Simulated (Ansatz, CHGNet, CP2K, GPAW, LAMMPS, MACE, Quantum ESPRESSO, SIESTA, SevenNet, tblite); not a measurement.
## GPAW runs on glassy 71SiO2-12Al2O3-17CaO (mol %) (74 atoms)

Wanted: GPAW inputs and outputs for glassy 71SiO2-12Al2O3-17CaO (mol %) (74 atoms), checked against a plane-wave reference.

Main program and level: GPAW 26.7.0; the method is named at each step.

**1. The structure**

The cell holds 74 atoms: 17 Si, 6 Al, 4 Ca and 47 O. Cell: a = 9.897 Å, b = 9.897 Å, c = 9.897 Å, α = 90.0°, β = 90.0°, γ = 90.0°. 74 atoms (17 Si, 6 Al, 4 Ca, 47 O) placed at random at 2.49 g/cm³, melted at 4000 K for 10 ps at fixed volume with the Morse and Coulomb pair potential with partial charges (Pedone, Malavasi, Menziani, Cormack and Segre, J. Phys. Chem. B 110, 11780 (2006)). Quenched from 4000 K to 300 K at 500 K/ps and fixed volume, held 10 ps at zero pressure.

The yardstick, on the same geometry:

```
method                                           : Kohn-Sham DFT, PBE, PAW, plane waves (Ansatz 0.2.0); cutoff 420 eV, Γ point, fermi-dirac smearing of 0.05 eV; PAW set soft_2
r.m.s. force component                           : 1.394 eV/Å
longest force                                    : 4.875 eV/Å
pressure                                         : 6.599 GPa
gap (highest filled to lowest empty level) : 2.902 eV
SCF cycles                                       : 9
time                                             : 5 s on 8 threads of Arm Neoverse V2, shared host
CPU time                                         : 35 s
```

**2. PBE, LCAO dzp, h 0.18 Å**

Method: Kohn-Sham DFT, PBE, PAW, atomic orbitals (dzp).

run.py reads:

```python
import numpy as np
from ase.io import read
from gpaw import GPAW, FermiDirac

atoms = read("structure.xyz")
atoms.calc = GPAW(
    mode="lcao",
    basis="dzp",
    h=0.18,
    xc="PBE",
    kpts={"size": (1, 1, 1), "gamma": True},
    occupations=FermiDirac(0.05),
    maxiter=200,
    symmetry={"point_group": False},
    txt="gpaw.txt",
)
energy = atoms.get_potential_energy(force_consistent=True)
forces = atoms.get_forces()
print(f"energy {energy:.6f} eV")
print("forces (eV/A)")
for i, (a, f) in enumerate(zip(atoms, forces)):
    print(f"{i:4d} {a.symbol:2s} {f[0]:10.5f} {f[1]:10.5f} {f[2]:10.5f}")
print(f"Fermi level {atoms.calc.get_fermi_level():.4f} eV")
for k in range(len(atoms.calc.get_ibz_k_points())):
    for s in range(atoms.calc.get_number_of_spins()):
        e = atoms.calc.get_eigenvalues(kpt=k, spin=s)
        n = np.searchsorted(e, atoms.calc.get_fermi_level())
        print(f"k {k} spin {s} levels about the Fermi level:", np.round(e[max(n - 6, 0):n], 4).tolist(), "|", np.round(e[n:n + 6], 4).tolist())
```

structure.xyz reads:

```xyz
74
Lattice="9.89690 0.00000 0.00000 0.00000 9.89690 0.00000 0.00000 0.00000 9.89690" Properties=species:S:1:pos:R:3 pbc="T T T"
Si 7.40387 4.09494 7.43930
Si 0.12163 0.74920 2.96660
Si 1.87220 2.36338 4.81187
Si 9.49984 1.73849 0.21565
Si 6.38855 9.67709 5.33007
Si 4.06941 6.96049 3.44551
Si 2.14416 4.52001 2.59922
Si 8.58368 8.09557 4.08801
Si 5.07355 5.78028 6.22485
Si 9.05339 5.25387 2.76905
Si 5.99435 7.61933 1.17823
Si 2.74946 9.27993 1.99927
Si 6.91783 1.14596 8.18018
Si 4.24834 6.80115 8.84169
Si 4.02339 3.86613 0.09412
Si 3.34832 9.68006 6.12539
Si 2.14545 4.72171 6.90190
Al 9.27874 5.49713 5.87836
Al 1.31272 7.72156 9.40107
Al 3.98004 0.58372 9.22975
Al 0.69793 4.73685 9.80674
Al 6.94762 4.73102 0.64567
Al 0.94595 7.71077 6.46099
Ca 8.02065 2.63535 4.99902
Ca 8.21482 7.45722 8.72006
Ca 5.96536 1.19861 1.94029
Ca 1.72721 1.90921 8.02639
O 9.21065 9.41462 3.49232
O 3.19907 0.12064 7.75204
O 6.25306 4.66164 6.36648
O 6.57946 0.97207 4.28892
O 0.44091 8.33497 7.94256
O 1.99462 8.28143 0.94387
O 1.66288 0.51246 2.78924
O 6.67061 8.89751 1.61458
O 7.17981 0.08709 6.87478
O 8.08468 6.21565 6.92169
O 2.76589 7.13052 8.58992
O 3.64463 0.24861 1.02106
O 5.24575 6.72029 2.30697
O 2.90909 5.81839 3.12643
O 6.81352 2.47551 7.30658
O 2.75896 4.21262 1.11865
O 5.66053 0.71149 9.02508
O 0.39162 6.29166 9.73291
O 0.84995 0.82164 9.68629
O 7.97265 4.42490 1.97206
O 4.85651 9.63127 5.67607
O 7.30936 4.50111 8.89603
O 0.65428 4.86660 2.21493
O 3.63978 4.97379 6.50959
O 5.07335 6.88557 7.45613
O 0.35757 1.86784 4.36483
O 8.15356 1.25216 9.24024
O 1.74086 3.31596 6.07214
O 4.39224 5.24209 9.30952
[... 14 atom lines left out ...]
O 7.16070 8.48669 4.69746
O 9.28369 1.48048 1.79114
O 2.72561 1.17545 5.34155
O 9.60276 7.60122 5.22032
```

Run with:

```sh
$ OMP_NUM_THREADS=1 python run.py > output.txt
```

The log of the run:

```text
energy -517.161838 eV
forces (eV/A)
   0 Si   -0.35027    0.58298   -2.66016
   1 Si    1.43116    1.16846    2.70423
   2 Si   -1.55802    0.91940   -2.29758
   3 Si    0.55135   -2.78493   -2.10080
   4 Si    1.94171    2.90763    3.04396
   5 Si    1.26450   -3.92884   -1.63573
   6 Si    2.51976    2.57681   -1.78476
   7 Si    0.61260   -3.32842   -1.20534
   8 Si   -0.50723   -0.87279    2.85142
   9 Si   -0.37632    1.79075    1.40016
  10 Si   -0.54121   -3.07706   -0.07445
  11 Si   -4.74620    0.18832   -2.33861
  12 Si    0.98786   -0.87183   -1.73814
  13 Si    0.86685   -1.25090    0.21904
  14 Si    0.84823   -0.03801    1.54838
  15 Si   -1.02427    2.22733    1.46373
  16 Si   -0.32226    0.47411   -1.94378
  17 Al   -1.21672    0.58030    2.06247
  18 Al    0.68318    0.33689   -1.43666
  19 Al    0.06998    1.19660    0.59492
  20 Al    2.59801   -2.97394   -0.24388
  21 Al   -2.58954    0.33278   -0.27445
  22 Al    0.61432   -0.39252   -0.45350
  23 Ca    0.13280    0.13484    0.24969
[...]
66 O     1.69073   -1.16939    1.83145
  67 O    -0.59979    1.55593   -0.49339
  68 O    -0.40808    1.69091   -0.46157
  69 O    -0.61793    2.47563   -0.37556
  70 O    -0.44524   -3.58301   -0.64568
  71 O    -2.82041    1.27047    0.98111
  72 O     2.14669   -2.46459    0.94361
  73 O     0.76037   -0.79668    0.81721
Fermi level 5.2021 eV
k 0 spin 0 levels about the Fermi level: [2.5188, 2.5462, 2.6005, 2.741, 3.5983, 3.7096] | [6.5511, 7.6185, 7.8135, 7.989, 8.0805, 8.2631]
```

gpaw.txt:

```text
Input parameters:
  mode=LCAO(),
  basis={'default': 'dzp'},
  h=0.18,
  kpts=MonkhorstPack(size=(1, 1, 1), gamma=True),
  maxiter=200,
  occupations=Occupations(name='fermi-dirac', width=0.05, fixmagmom=False),
  symmetry=Symmetry(point_group=False),
  xc=XC(name='PBE')
Unit cell  # Å
| periodic |        x |        y |        z |  lengths |    angles |
|----------|----------|----------|----------|----------|-----------|
|      yes | 9.896900 | 0.000000 | 0.000000 | 9.896900 | 90.000000 |
|      yes | 0.000000 | 9.896900 | 0.000000 | 9.896900 | 90.000000 |
|      yes | 0.000000 | 0.000000 | 9.896900 | 9.896900 | 90.000000 |
Number of symmetries: 1
Symmetry operations  # r_c * U_cc + t_c -> r_c
|   | kind |            matrix            |
|---|------|------------------------------|
| 0 |  E   |  1, 0, 0,  0, 1, 0,  0, 0, 1 |
BZ-sampling:
  Number of BZ points: 1
  Number of IBZ points: 1
  Monkhorst-Pack size: [1, 1, 1]
  Monkhorst-Pack shift: [0, 0, 0]
[... lines left out ...]
eigensolver:
density mixing:
  MSR1-Mixer
occupation numbers:
  Fermi-Dirac:
    width: 0.0500  # eV
FastPoissonSolver using
    Stencil: 6*3+1=19 point O(h^6) finite-difference Laplacian
xc functional:
  name: PBE with 2 nearest neighbor stencil
interpolation: tri-quintic # 5. degree polynomial
Initialization done in: 8.513 s
convergence criteria:
- Maximum [total energy] change in last 3 cyles: 0.0005 eV / valence electron
- Maximum integral of absolute [dens]ity change: 0.0001 electrons / valence electron
- Maximum integral of absolute [eigenst]ate change: 4e-08 eV^2 / valence electron
maximum number of iterations: 200
SCF iterations
|iter     |      energy | eigst |  dens |
|---------|-------------|-------|-------|
|iter:   1| -564.691141 |      c|       |
|iter:   2| -552.391621 |      c| -0.79 |
|iter:   3| -516.550794 |      c| -0.84 |
|iter:   4| -516.982387 |      c| -1.45 |
|iter:   5| -517.208329 |      c| -1.75 |
|iter:   6| -517.162961 |      c| -2.27 |
|iter:   7| -517.162092c|      c| -3.02 |
|iter:   8| -517.161862c|      c| -3.38 |
|iter:   9| -517.161840c|      c| -3.82 |
|iter:  10| -517.161838c|      c| -4.36c|
Converged in 10 steps
SCF loop duration: 116.557 s (11.656 s/step)
Energy contributions relative to reference atoms: (reference = -343651.926925)
Energy contributions:
  Kinetic:         691.938326
  Coulomb:        -586.857963
  Zero:              5.513009
  External:          0.000000
  Xc:             -627.755210
  Entropy:          -0.000000
  Spinorbit:         0.000000
  ----------------------------
  Free energy:    -517.161838
  Extrapolated:   -517.161838
dipole moment: (10.058328, -28.401497, 82.034627)  # |e|*Ang
Fermi level: 5.202
Eigenvalues  # (at kpt = [0.000, 0.000, 0.000])
| band index |      eig [eV] | occ [0-2] |
|------------|---------------|-----------|
|          0 |       -37.118 |     2.000 |
|        ... |               |           |
|        196 |         2.398 |     2.000 |
|        197 |         2.454 |     2.000 |
[...]
|        211 |         8.454 |     0.000 |
|        ... |               |           |
|        248 |        11.202 |     0.000 |
Gap: 2.841 eV
Transition (v -> c):
  (s=0, k=0, n=203, [0.00, 0.00, 0.00]) -> (s=0, k=0, n=204, [0.00, 0.00, 0.00])
No difference between direct/indirect transitions
Force computation time: 28.899  # s
timing:  # [seconds]
  Total:  153.999  # ━━━━━━━━━━━━━━━━━━━━━━━━━━━━━━━━━━━━━━━━━━━━━━━━━━━━━━━━
  Init:     8.513  # ━━━
  SCF:    116.557  # ━━━━━━━━━━━━━━━━━━━━━━━━━━━━━━━━━━━━━━━━━━╸
  Forces:  28.899  # ━━━━━━━━━━╸
```

It took 2.6 min on 1 thread of Arm Neoverse V2, shared host; peak memory 1.5 GiB.

Banners, paths, timers and routine set-up lines are dropped from the logs unmarked, and long logs keep their key lines alone; longer cuts are marked.

Compared with the plane-wave run:

| Quantity | Value |
| --- | --- |
| r.m.s. force component | 1.621 eV/Å |
| r.m.s. difference of force components | 337.4 meV/Å |
| longest difference of force vectors | 1222 meV/Å |
| force difference over r.m.s. force | 24.21 % |
| slope of forces against the reference's | 1.147 |
| correlation of force components | 0.9862 |
| gap (highest filled to lowest empty level) | 2.841 eV |
| gap difference | -0.0603 eV |

Length of the force difference by element (eV/Å):

| element | atoms | mean | most |
| --- | --- | --- | --- |
| Al | 6 | 0.29 | 0.41 |
| Ca | 4 | 0.098 | 0.18 |
| O | 47 | 0.66 | 1.2 |
| Si | 17 | 0.30 | 0.59 |

Levels nearest the highest filled one (eV from it): -1.19, -1.16, -1.11, -0.97, -0.11, 0.00, 2.84, 3.91, 4.10, 4.28, 4.37, 4.55.

Local excerpt of 13 atoms (numbers count through the whole input) about O35, which bears the longest force; x, y, z are measured from there.

| atom | x | y | z | distance (Å) | bonds | Fx | Fy | Fz (eV/Å) |
| --- | --- | --- | --- | --- | --- | --- | --- | --- |
| O35 | 0.00 | 0.00 | 0.00 | 0.00 | 2 | 1.74 | 5.29 | 1.45 |
| Si11 | -0.68 | -1.28 | -0.44 | 1.51 | 4 | -0.54 | -3.08 | -0.07 |
| Ca26 | -0.71 | 2.20 | 0.33 | 2.33 | 4 | 0.23 | -1.03 | -0.41 |
| O59 | 0.38 | -2.40 | -0.96 | 2.61 | 3 | 0.97 | -0.03 | -1.30 |
| O68 | -1.71 | -1.05 | -1.68 | 2.61 | 2 | -0.60 | 1.56 | -0.49 |
| O40 | -1.42 | -2.18 | 0.69 | 2.69 | 2 | -0.87 | -1.00 | 1.60 |
| O71 | 0.49 | -0.41 | 3.08 | 3.15 | 2 | -0.45 | -3.58 | -0.65 |
| O44 | -1.01 | 1.71 | -2.49 | 3.18 | 2 | 0.09 | -0.61 | 1.49 |
| O70 | 2.02 | -2.07 | 1.35 | 3.19 | 2 | -0.62 | 2.48 | -0.38 |
| O28 | 2.54 | 0.52 | 1.88 | 3.20 | 2 | -0.32 | 0.94 | -0.71 |
| Si8 | 1.91 | -0.80 | 2.47 | 3.23 | 4 | 0.61 | -3.33 | -1.21 |
| O31 | -0.09 | 1.97 | 2.67 | 3.32 | 3 | 0.37 | 2.80 | -1.87 |
| O39 | -3.03 | 1.25 | -0.59 | 3.33 | 3 | 2.66 | 2.26 | 0.10 |

Atoms are counted from 1 here, from 0 in the log.

Forces lie 24 % from the reference's, at 4.4 times its CPU time (on 1 against 8 cores).

**3. PBE, LCAO sz(dzp), h 0.18 Å**

Method: Kohn-Sham DFT, PBE, PAW, atomic orbitals (sz(dzp)).

Edit run.py of step 2 so:

```diff
@@ -7,3 +7,3 @@
     mode="lcao",
-    basis="dzp",
+    basis="sz(dzp)",
     h=0.18,
```

structure.xyz is that of step 2.

The log of the run:

```text
energy -405.372971 eV
forces (eV/A)
   0 Si   -1.49601    1.13609   -2.12364
   1 Si   -0.21198    1.30529    3.26041
   2 Si   -0.51198    0.79073   -2.82932
   3 Si   -1.99156   -2.28729   -1.75291
   4 Si    0.85673    1.38399    4.06901
   5 Si    1.22044   -3.94873   -0.05332
   6 Si    2.99551    2.58668   -1.31174
   7 Si   -0.39335   -3.18798   -2.24283
   8 Si    0.11601   -0.81319    1.51220
   9 Si   -0.23727    1.86434    0.09308
  10 Si   -0.66130   -3.05032    0.15854
  11 Si   -4.88336    0.80349   -0.95921
  12 Si    1.51098   -1.85121   -0.83778
  13 Si    1.14930   -0.96226    0.22709
  14 Si   -0.17949    0.21638    1.44478
  15 Si   -0.23875    2.36409    0.39118
  16 Si    0.08309    0.24193   -2.64403
  17 Al   -0.31981    0.41495    1.22112
  18 Al    0.72994    0.83871   -0.73112
  19 Al    0.35278    0.86138    1.06540
  20 Al    2.58700   -3.57301    0.02809
  21 Al   -2.10206   -0.16648   -0.14011
  22 Al    1.32227   -0.30602   -1.46516
  23 Ca    0.31423    0.02415   -0.07104
[...]
66 O     3.40920   -1.68657    2.72128
  67 O    -0.83053    2.39621   -0.47240
  68 O     0.35865    3.46159   -0.75516
  69 O    -0.71276    2.87881   -0.55990
  70 O    -0.45529   -3.95301   -0.82804
  71 O    -3.28044    1.60108    0.89277
  72 O     2.42994   -2.92953    1.47050
  73 O     1.92597   -1.56335    2.08095
Fermi level 6.1998 eV
k 0 spin 0 levels about the Fermi level: [3.7709, 3.8017, 3.8526, 4.0078, 4.8532, 4.9427] | [7.3545, 8.7802, 8.9467, 9.109, 9.1672, 9.3028]
```

gpaw.txt:

```text
Input parameters:
  mode=LCAO(),
  basis={'default': 'sz(dzp)'},
  h=0.18,
  kpts=MonkhorstPack(size=(1, 1, 1), gamma=True),
  maxiter=200,
  occupations=Occupations(name='fermi-dirac', width=0.05, fixmagmom=False),
  symmetry=Symmetry(point_group=False),
  xc=XC(name='PBE')
Unit cell  # Å
| periodic |        x |        y |        z |  lengths |    angles |
[... lines left out ...]
  Fermi-Dirac:
[... lines left out ...]
convergence criteria:
- Maximum [total energy] change in last 3 cyles: 0.0005 eV / valence electron
[... lines left out ...]
Converged in 10 steps
[... lines left out ...]
  Free energy:    -405.372971
  Extrapolated:   -405.372971
dipole moment: (8.916511, -28.002776, 80.258693)  # |e|*Ang
Fermi level: 6.200
Eigenvalues  # (at kpt = [0.000, 0.000, 0.000])
| band index |      eig [eV] | occ [0-2] |
|------------|---------------|-----------|
|          0 |       -35.711 |     2.000 |
|        ... |               |           |
|        196 |         3.615 |     2.000 |
|        197 |         3.672 |     2.000 |
[...]
|        211 |         9.557 |     0.000 |
|        ... |               |           |
|        248 |        12.782 |     0.000 |
Gap: 2.412 eV
Transition (v -> c):
  (s=0, k=0, n=203, [0.00, 0.00, 0.00]) -> (s=0, k=0, n=204, [0.00, 0.00, 0.00])
No difference between direct/indirect transitions
Force computation time: 7.031  # s
timing:  # [seconds]
  Total:  47.917  # ━━━━━━━━━━━━━━━━━━━━━━━━━━━━━━━━━━━━━━━━━━━━━━━━━━━━━━━━━
  Init:    6.136  # ━━━━━━━╸
  SCF:    34.722  # ━━━━━━━━━━━━━━━━━━━━━━━━━━━━━━━━━━━━━━━━━╸
  Forces:  7.031  # ━━━━━━━━╸
```

It took 49 s on 1 thread; peak memory 1.1 GiB.

Against the reference:

| Quantity | Value |
| --- | --- |
| r.m.s. force component | 2.081 eV/Å |
| r.m.s. difference of force components | 1105 meV/Å |
| longest difference of force vectors | 4620 meV/Å |
| force difference over r.m.s. force | 79.25 % |
| slope of forces against the reference's | 1.3 |
| correlation of force components | 0.871 |
| gap (highest filled to lowest empty level) | 2.412 eV |
| gap difference | -0.49 eV |

This is a coarse setting, run to see what it loses.

Against the first run (24 %), the force difference from the reference is 79 %, at 0.32 times the CPU time, with 332 basis functions against 1026: the smaller basis costs accuracy.

**4. revPBE, LCAO dzp, h 0.18 Å**

Method: Kohn-Sham DFT, revPBE, PAW, atomic orbitals (dzp).

Edit run.py of step 3 so:

```diff
@@ -7,5 +7,5 @@
     mode="lcao",
-    basis="sz(dzp)",
+    basis="dzp",
     h=0.18,
-    xc="PBE",
+    xc="revPBE",
     kpts={"size": (1, 1, 1), "gamma": True},
```

structure.xyz is that of step 3.

The log of the run:

```text
energy -493.827967 eV
forces (eV/A)
   0 Si   -0.33855    0.61728   -2.68644
   1 Si    1.45365    1.17522    2.71674
   2 Si   -1.54731    0.90929   -2.33016
   3 Si    0.56549   -2.81134   -2.13072
   4 Si    1.95435    2.94664    3.08154
   5 Si    1.26900   -3.94863   -1.64168
   6 Si    2.54813    2.59147   -1.79980
   7 Si    0.61111   -3.37580   -1.21676
   8 Si   -0.49967   -0.88781    2.87623
   9 Si   -0.38299    1.81000    1.40819
  10 Si   -0.55506   -3.08993   -0.07412
  11 Si   -4.79669    0.18825   -2.34101
[...]
69 O    -0.62563    2.54064   -0.44246
  70 O    -0.49452   -3.68565   -0.64911
  71 O    -2.92702    1.31477    1.01993
  72 O     2.21871   -2.47784    0.92787
  73 O     0.78149   -0.77837    0.81090
Fermi level 5.3492 eV
k 0 spin 0 levels about the Fermi level: [2.6508, 2.6817, 2.7345, 2.8708, 3.7387, 3.8532] | [6.8473, 7.8623, 8.0609, 8.2082, 8.2872, 8.5063]
```

gpaw.txt:

```text
Input parameters:
  mode=LCAO(),
  basis={'default': 'dzp'},
  h=0.18,
  kpts=MonkhorstPack(size=(1, 1, 1), gamma=True),
  maxiter=200,
  occupations=Occupations(name='fermi-dirac', width=0.05, fixmagmom=False),
  symmetry=Symmetry(point_group=False),
  xc=XC(name='revPBE')
[... lines left out ...]
  Fermi-Dirac:
[... lines left out ...]
convergence criteria:
- Maximum [total energy] change in last 3 cyles: 0.0005 eV / valence electron
[... lines left out ...]
Converged in 10 steps
[... lines left out ...]
  Free energy:    -493.827967
[... lines left out ...]
Fermi level: 5.349
[... lines left out ...]
|          0 |       -37.154 |     2.000 |
|        ... |               |           |
|        196 |         2.531 |     2.000 |
|        197 |         2.589 |     2.000 |
[...]
|        211 |         8.684 |     0.000 |
|        ... |               |           |
|        248 |        11.423 |     0.000 |
Gap: 2.994 eV
Transition (v -> c):
  (s=0, k=0, n=203, [0.00, 0.00, 0.00]) -> (s=0, k=0, n=204, [0.00, 0.00, 0.00])
No difference between direct/indirect transitions
Force computation time: 29.724  # s
timing:  # [seconds]
  Total:  157.015  # ━━━━━━━━━━━━━━━━━━━━━━━━━━━━━━━━━━━━━━━━━━━━━━━━━━━━━━━━
  Init:     8.530  # ━━━
  SCF:    118.732  # ━━━━━━━━━━━━━━━━━━━━━━━━━━━━━━━━━━━━━━━━━━╸
  Forces:  29.724  # ━━━━━━━━━━╸
```

It took 2.6 min on 1 thread; peak memory 1.5 GiB.

Against the reference:

```
r.m.s. force component                           : 1.65 eV/Å
r.m.s. difference of force components            : 374.7 meV/Å
longest difference of force vectors              : 1349 meV/Å
force difference over r.m.s. force               : 26.88 %
slope of forces against the reference's          : 1.165
correlation of force components                  : 0.9838
gap (highest filled to lowest empty level) : 2.994 eV
gap difference                                   : 0.0923 eV
```

Against the first run (24 %), the force difference from the reference is 27 %, at 1.0 times the CPU time; the model has changed, so this is no error of the program alone.

**5. All runs compared**

Differences are against the plane-wave reference, forces as r.m.s. over components; share is that over the reference's r.m.s. force, slope the least-squares factor from reference forces to these. Total energies of different programs have different zeros and aren't compared.

| run | Δ force, r.m.s. (meV/Å) | share (%) | slope | Δ gap (eV) | cores | CPU time | memory (GiB) |
| --- | --- | --- | --- | --- | --- | --- | --- |
| reference | - | - | - | - | 8 | 35 s | 1.2 |
| GPAW PBE, LCAO dzp, h 0.18 Å | 337 | 24.2 | 1.147 | -0.0603 | 1 | 2.6 min | 1.5 |
| GPAW PBE, LCAO sz(dzp), h 0.18 Å (coarse) | 1105 | 79.2 | 1.300 | -0.49 | 1 | 49 s | 1.1 |
| GPAW revPBE, LCAO dzp, h 0.18 Å | 375 | 26.9 | 1.165 | 0.0923 | 1 | 2.6 min | 1.5 |

Rows marked coarse were listed beforehand as settings not expected to be converged; some can still land near the reference.

CPU time is summed over cores on a shared host, where runs went side by side, so it is rough. Symmetry, cutoffs, thresholds, outputs and thread counts weren't matched or tuned between programs; memory under MPI is the largest rank's times the ranks.

**6. Results**

| Quantity | Value |
| --- | --- |
| nearest in forces | GPAW PBE, LCAO dzp, h 0.18 Å, 24 % |
| its CPU time | 2.6 min |

**Reading.** The PBE run in local orbitals, coarse settings apart, differs by 24 % (GPAW PBE, LCAO dzp, h 0.18 Å); basis, grid and potentials can all enter. Rows with another functional or a dispersion term differ by 27 % (GPAW revPBE, LCAO dzp, h 0.18 Å), which mixes the change of model with differences of basis and potentials. Runs with settings chosen to be coarse differ by 79 % (GPAW PBE, LCAO sz(dzp), h 0.18 Å), their programs' other errors included. None of the electronic-structure runs in the table takes under half the reference's CPU time of 35 s; they take 1.4 to 4.5 times as much. GPAW PBE, LCAO dzp, h 0.18 Å stiffens the forces by a factor of 1.15 while following their directions (correlation 0.986). At the same functional, gaps differ from the reference's 2.90 eV by between -0.49 and -0.06 eV. The quench rate of 500 K/ps is many orders above laboratory rates, so the cell is likely richer in defects and strain than a real sample. The network of bonds at the start is that of the classical potential that made the cell, and needn't be the one that DFT or experiment would give. The electronic-structure runs sample only Γ, in a cell whose shortest periodic width is 10 Å.

[Also dropped from logs without a mark: logging warnings of Python, and SIESTA's first energy breakdown and zero terms.]

[Logs are printed without paths, hosts, clocks, repeated set-up lines and the standing remarks that a program may print on its own settings, such as how far it seeks lower states.]

[Hosts, paths, dates, database ids (printed as entryN), source tags and the programs' standing remarks are cut or masked in the printed files.]
